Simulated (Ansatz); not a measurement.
# Convergence of a linear-scaling basis for 60-degree dislocation dipole in Si (shuffle set) (120 atoms), part 3 of 3

Aim: test how closely localised support functions follow the reference on 60-degree dislocation dipole in Si (shuffle set) (120 atoms), and at what cost. A setting counts as converged where the r.m.s. difference of forces stays under 1 % of the r.m.s. force.

Ansatz 0.2.0; Kohn-Sham DFT, PBE, PAW (set soft_2), plane waves.

The cell: 120 Si. The cell is under 6 Å thick along one periodic direction. The host structure and its lattice constant were typed by rule, without a check against the phase diagram.

So far. Step 11 (Support functions medium, radius 6.09 Å): Forces differ from the reference by 0.09 meV/Å r.m.s., 0.012 % of their size, well within a tolerance of 1 %; the energy by -0.23 meV/atom. It took 8.6 min and 12 cycles; the reference's time can't be set against it, since the two runs asked for unlike analyses. The two runs also began from different starting densities, which bears on cycles and time.

**13. All settings compared**

Differences are against the plane-wave reference (Kohn-Sham DFT, PBE, PAW (set soft_2), plane waves), whose r.m.s. force component is 0.744 eV/Å. Energies are set beside the reference only for runs with its functional, potentials and electron count. Times are for 4 threads of Arm Neoverse V1, shared host. The reference's time includes the DOS, ELF, the stress and grids, which some other runs skip.

```tsv
run	Δ force, r.m.s. (meV/Å)	share of r.m.s. force (%)	Δ energy (meV/atom)	cycles	time	host memory (GiB)
reference	-	-	-	9	4.4 min	5.1
support functions medium	0.197	0.0265	-0.236	12	3.1 min	3.8
support functions low	0.197	0.0265	-0.236	12	3 min	3.8
support functions high	0.09	0.0122	-0.283	15	6.8 min	5.1
support functions medium, radius 3.94 Å	0.257	0.0345	-0.239	12	2.7 min	3.6
support functions medium, radius 4.26 Å	0.157	0.0211	-0.234	12	3.4 min	3.9
support functions medium, radius 4.55 Å	0.117	0.0157	-0.233	12	4 min	4.2
support functions medium, radius 4.87 Å	0.112	0.0151	-0.233	12	4.7 min	4.6
support functions medium, radius 5.48 Å	0.095	0.0127	-0.233	13	7.2 min	5.7
support functions medium, radius 6.09 Å	0.09	0.0121	-0.233	12	8.6 min	7.0
```

**14. What the reference run shows**

With the settings judged, the reference run is read for its physics.

Neighbours are counted within 2.93 Å (Si-Si).

Length of the force by element and coordination:

```tsv
element	coordination	atoms	mean length of the force (eV/Å)	spread	least	most
Si	all	120	1.03	0.775	0.102	3.76
Si	3	1	3.36	0	3.36	3.36
Si	4	118	1.01	0.751	0.102	3.76
Si	5	1	0.823	0	0.823	0.823
```

The mean of these charges, 0.039 e, is only the charge that the projection spills.

Löwdin charges by element and coordination (they lack the spilled electrons, 0.039 e an atom on average):

```tsv
element	coordination	atoms	mean charge (e)	spread	least	most
Si	all	120	0.0393	0.0079	-0.002	0.06
Si	3	1	-0.002	0	-0.002	-0.002
Si	4	118	0.0398	0.0068	0.002	0.06
Si	5	1	0.0218	0	0.0218	0.0218
```

States in the cell by windows of 1 eV, zero at the Fermi level; the larger projections on atomic orbitals stand beside the total:

```tsv
from (eV)	to (eV)	total	Si p	Si s
-13	-12	1.7	0.1	1.5
-12	-11	19.1	4.3	14.7
-11	-10	30.5	9.0	21.3
-10	-9	43.5	13.5	29.8
-9	-8	24.1	8.7	15.3
-8	-7	30.5	15.3	15.0
-7	-6	40.9	22.8	17.7
-6	-5	26.6	15.7	10.7
-5	-4	38.0	33.4	4.3
-4	-3	72.0	64.5	6.8
-3	-2	74.8	70.7	3.2
-2	-1	60.6	57.9	1.7
-1	0	17.5	16.3	0.7
0	1	19.5	11.9	5.3
1	2	57.2	33.6	15.3
2	3	74.9	46.0	14.7
```

The curve was stored every 0.100 eV, coarse against its broadening of 0.08 eV, so these counts are rough.

The levels nearest the highest filled one (over half full), pooled over k-points and spins:

```tsv
level less the highest filled one (eV)	occupation
-0.286	2
-0.232	2
-0.181	2
-0.122	2
-0.0036	1.37
0	1.22
0.0439	0.027
0.173	0
0.177	0
0.259	0
0.312	0
0.371	0
```

Valence density in the ab plane at fractional z = 0.099, with atoms of Si within 0.2 Å of it. It is the smooth field of the valence electrons, not physical close to the nuclei.

Values in e/Å³, 13 rows by 16 columns, each cell a mean:
```
0.05 0.22 0.25 0.42 0.25 0.26 0.06 0.10 0.29 0.33 0.34 0.22 0.13 0.04 0.16 0.31
0.04 0.19 0.36 0.23 0.09 0.08 0.06 0.06 0.25 0.41 0.13 0.04 0.09 0.14 0.21 0.36
0.20 0.28 0.34 0.31 0.07 0.08 0.30 0.31 0.35 0.34 0.28 0.07 0.16 0.36 0.36 0.26
0.30 0.28 0.18 0.19 0.08 0.04 0.16 0.32 0.17 0.07 0.09 0.08 0.07 0.23 0.30 0.11
0.33 0.25 0.07 0.08 0.21 0.24 0.19 0.32 0.41 0.16 0.13 0.33 0.33 0.28 0.39 0.29
0.27 0.38 0.17 0.08 0.14 0.27 0.20 0.12 0.19 0.20 0.09 0.11 0.19 0.16 0.12 0.13
0.17 0.17 0.25 0.32 0.15 0.12 0.29 0.30 0.21 0.31 0.34 0.13 0.10 0.31 0.40 0.28
0.36 0.37 0.27 0.25 0.17 0.07 0.16 0.34 0.22 0.11 0.12 0.09 0.05 0.10 0.34 0.26
0.17 0.34 0.18 0.05 0.09 0.18 0.19 0.32 0.34 0.13 0.05 0.18 0.29 0.31 0.32 0.31
0.42 0.31 0.29 0.08 0.10 0.34 0.35 0.25 0.20 0.11 0.04 0.11 0.36 0.33 0.10 0.07
0.29 0.07 0.05 0.07 0.09 0.28 0.36 0.14 0.03 0.09 0.19 0.26 0.36 0.29 0.12 0.04
0.27 0.08 0.07 0.26 0.26 0.41 0.23 0.19 0.04 0.10 0.29 0.35 0.20 0.14 0.07 0.03
0.08 0.05 0.05 0.23 0.47 0.18 0.04 0.05 0.09 0.14 0.35 0.32 0.11 0.04 0.13 0.20
```
Columns run along a (16.0 Å, from fractional 0.26 to 0.74 of the cell), rows up along b (18.9 Å). Atoms in or near the plane, at fractional coordinates: Si at (0.59, 0.00), Si at (0.58, 0.13), Si at (0.65, 0.18), Si at (0.39, 0.97), Si at (0.38, 0.09), Si at (0.45, 0.15), Si at (0.72, 0.98), Si at (0.53, 0.95), Si at (0.33, 0.92).

Electrostatic potential energy in the ab plane at fractional z = 0.099, with atoms of Si within 0.2 Å of it. With pseudopotentials it is smooth inside the atoms' cores, unlike the true potential.

Values in eV, 13 rows by 16 columns, each cell a mean:
```
  9  -1 -18  -4 -34  -4   9   8 -19 -26  -2  -9   7  10   4 -27
  9   2 -17   3   8   9   9   9   2  -7   7   9   9   6   6 -20
 -2   3 -28  -5   9   9   0 -16  -1 -21   3   9   7 -21 -10  -3
-29   1   3   6   9   9   5  -6   6   9   8   9   9   4   0   8
-10   1   9   8   6   5   6  -4   0   7   7   4  -1   2  -5   5
 -8  -1   6   9   8   2   4   8   7   5   9   8   5   7   8   8
  7   7   1  -2   8   7   4   2   5  -3   3   8   8   4 -19  -1
 -1 -15   4   4   7   9   7  -3   3   8   8   8   9   8  -2   1
  6  -8   3   9   8   5   5  -8 -17   7   9   6 -13  -3 -17 -18
 -6 -20  -5   9   8 -15 -21   4   2   8   9   7 -13  -5   8   8
  0   9   9   9   8   0 -17   5  10   8  -2   1 -19 -26   7  10
-17   8   9 -10 -30  -3 -20   3   9   7 -22 -18   5   4   9  10
  8   9   9   3 -12   5   9   9   8   7 -11 -20   7  10   7  -7
```
Columns run along a (16.0 Å, from fractional 0.26 to 0.74 of the cell; values clipped at the 3rd and 97th percentile), rows up along b (18.9 Å). Atoms in or near the plane, at fractional coordinates: Si at (0.59, 0.00), Si at (0.58, 0.13), Si at (0.65, 0.18), Si at (0.39, 0.97), Si at (0.38, 0.09), Si at (0.45, 0.15), Si at (0.72, 0.98), Si at (0.53, 0.95), Si at (0.33, 0.92).

Löwdin charges run from -0.00 to +0.06 e, about a mean that is the spilled charge alone. Within 0.4 eV of the Fermi level the largest share is Si p (84 % of the projected weight).

**15. Local order**

Bonds and neighbours are counted at the geometry of the runs.

Density 2.33 g/cm³, 20.02 Å³ an atom.

Pair distribution function in bins of 0.1 Å:

```tsv
r (Å)	total
1.95	0.00
2.05	0.06
2.15	0.57
2.25	1.91
2.35	6.21
2.45	2.25
2.55	0.29
2.65	0.12
2.75	0.07
2.85	0.03
2.95	0.00
3.05	0.06
3.15	0.08
3.25	0.03
3.35	0.07
3.45	0.13
3.55	0.19
3.65	0.77
3.75	2.49
3.85	6.28
3.95	2.06
4.05	0.79
4.15	0.26
4.25	0.34
4.35	1.45
4.45	2.57
4.55	2.74
4.65	1.53
4.75	0.31
4.85	0.11
4.95	0.11
5.05	0.20
5.15	0.10
5.25	0.54
5.35	0.77
5.45	0.73
5.55	0.71
5.65	0.57
5.75	0.78
5.85	1.35
5.95	1.66
6.05	0.86
6.15	0.56
6.25	0.31
```

Bonds by pair of elements; cutoffs follow the first minimum of g(r), held within bounds set by covalent radii, and pairs that aren't listed don't count as bonded:

```tsv
pair A-B	cutoff (Å)	bonds	mean length (Å)	spread (Å)	shortest (Å)	B about A	A about B
Si-Si	2.93	240	2.36	0.093	2.08	4	4
```

How many atoms have how many bonded neighbours:

```tsv
element	mean	3	4	5
Si	4	1	118	1
```

Rings of the network by King's shortest-path rule, up to 12 atoms, one path for each pair of neighbours; H, halogens, alkali and alkaline-earth atoms are left out, and the last column divides by all other atoms, bonded or not:

```tsv
ring size (atoms)	rings	per network atom
4	1	0.008
6	235	1.96
8	3	0.025
```

By these cutoffs 98 % of Si atoms have 4 bonded neighbours. Rings of 6 atoms are the most common (98 % of those counted); sizes run from 4 to 8.

Local excerpt of 8 atoms (numbers count through the whole input) about Si115, picked at random; x, y, z are measured from there.

```tsv
atom	x	y	z	distance (Å)	bonds	Löwdin charge (e)	Fx	Fy	Fz (eV/Å)
Si115	0.00	0.00	0.00	0.00	4	0.04	-0.63	-0.18	0.25
Si108	1.00	-0.86	-1.89	2.31	4	0.04	0.94	-0.46	-0.23
Si116	0.28	2.31	-0.14	2.33	4	0.03	0.14	0.24	-0.13
Si108	1.00	-0.86	1.95	2.35	4	0.04	0.94	-0.46	-0.23
Si114	-2.38	-0.63	0.08	2.46	4	0.04	0.91	-0.38	-0.68
Si107	0.58	-3.23	-1.71	3.70	4	0.04	-0.37	0.69	0.54
Si119	-0.79	3.19	1.76	3.73	4	0.04	0.52	0.06	0.13
Si19	-3.33	0.25	-1.90	3.84	4	0.04	-0.41	0.21	0.56
```

The column of bonds counts only the pairs Si-Si within 2.93 Å; other neighbours, such as metal atoms beside each other in a compound, aren't counted, and periodic images can show an atom twice.

**16. What came out**

```yaml
free_energy_per_atom: -635.6862 eV/atom
density: 2.329 g/cm³
pressure: 2.827 GPa
r_m_s_force_component: 0.7439 eV/Å
wall_time_of_the_10_dft_runs: 48 min
```

**Reading.** Against plane waves at 420 eV, the forces differ by 0.20 meV/Å (0.026 %) with support functions medium, and by 0.09 meV/Å in the closest run (support functions medium, radius 6.09 Å). Differences between support functions and plane waves include what basis error the plane-wave run still has. As the radius goes from 3.94 to 6.09 Å, the force difference goes from 0.26 to 0.09 meV/Å, and the time from 2.7 min to 8.6 min.

2 levels are partly filled, by over 2 % (on the run's k-points): no clear gap opens at this level. Levels of broken or missing bonds inside a gap of the host would look the same. By these cutoffs 98 % of Si atoms have 4 bonded neighbours.

Caveats: The geometry was built by rule, was displaced at random and isn't relaxed at this level: its force components are 0.74 eV/Å r.m.s. The pressure of 2.8 GPa belongs to a cell and atoms that aren't relaxed at this level.

[Logs are printed without paths, hosts, clocks, repeated set-up lines and the standing remarks that a program may print on its own settings, such as how far it seeks lower states.]

[Hosts, paths, dates, database ids (printed as entryN), source tags and the programs' standing remarks are cut or masked in the printed files.]
